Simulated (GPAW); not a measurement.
Consider LiPb (Pm-3m).

```
Pb Li
1.0
     3.52200    0.00000    0.00000
     0.00000    3.52200    0.00000
     0.00000    0.00000    3.52200
Pb Li
1 1
Cartesian
  0.0000 0.0000 0.0000
  1.7610 1.7610 1.7610
```

Absorber: atom 2, with 8 Pb at 3.05 Å and 6 Li at 3.52 Å (cube and octahedron, as in bcc, site symmetry m-3m). Method: GPAW, LDA, excited-electron core hole (neutral cell), 8-atom cell with 6.1 Å between holes, 6×6×6 k points, dipole transitions, Gaussian full width 0.9 eV up to 4 eV, rising linearly to 3.5 eV at 25 eV, without spin-orbit coupling.

The database entry behind the starting cell is an old determination (1941), so it need not match the best structure at ambient conditions.

**Question.** Where do the maxima of the Li K edge fall?

Main maxima up to 24 eV above the zero (height): 1.7 eV (1.96), 5.8 eV (3.48) and 18.0 eV (1.01). A K edge sees empty p states on the absorber. The total-energy difference is 57.60 eV. One term is added: -3.34 eV, since the hole is spin-paired here and a spin-polarised one costs that much less in the free atom (computed apart). The photon energy is then 54.26 eV. The tabulated edge of the element is 54.7 eV. The functional leaves an error in such absolute values: in the free atom LDA prices this hole 1.0 eV below PBE (computed apart), and PBE is itself good to a few eV.

The Li K spectrum (energy from the lowest empty level; intensity scaled to a mean of 1 over the first 20 eV):

```tsv
E (eV)	intensity
-2.0	0.00
-1.5	0.00
-1.0	0.00
-0.5	0.03
0.0	0.19
0.5	0.63
1.0	1.39
1.5	1.90
2.0	1.76
2.5	1.02
3.0	0.66
3.5	0.77
4.0	1.11
4.5	1.21
5.0	1.87
5.5	3.23
6.0	3.34
6.5	2.41
7.0	1.31
7.5	0.69
8.0	0.54
8.5	0.58
9.0	0.54
9.5	0.44
10.0	0.39
10.5	0.40
11.0	0.43
11.5	0.46
12.0	0.48
12.5	0.53
13.0	0.60
13.5	0.66
14.0	0.68
14.5	0.69
15.0	0.70
15.5	0.73
16.0	0.78
16.5	0.84
17.0	0.92
17.5	0.98
18.0	1.01
18.5	0.98
19.0	0.92
19.5	0.83
20.0	0.74
20.5	0.67
21.0	0.62
21.5	0.58
22.0	0.57
22.5	0.58
23.0	0.59
23.5	0.60
24.0	0.60
24.5	0.59
25.0	0.57
25.5	0.55
26.0	0.52
26.5	0.51
27.0	0.49
27.5	0.48
28.0	0.47
28.5	0.45
29.0	0.43
29.5	0.40
30.0	0.36
30.5	0.32
31.0	0.28
31.5	0.25
32.0	0.23
```

The holes are only 6.1 Å apart, so the shape is probably not converged with cell size; no larger cell was run here. The structure is a published determination, not relaxed.

[Banner, clock and machine lines of the logs are left out without a mark of their own.]

[Logs are printed without paths, hosts, clocks, repeated set-up lines and the standing remarks that a program may print on its own settings, such as how far it seeks lower states.]

[Hosts, paths, dates, database ids (printed as entryN), source tags and the programs' standing remarks are cut or masked in the printed files.]

[Lists of maxima count a maximum above −3 eV only where it reaches 4 % of the highest in the window and stands out from its surroundings by 2 % of it (1.5 % where it reaches 55 %); shoulders and weaker maxima are passed over, and of the rest the first, up to two pre-edge ones and the few strongest are named.]
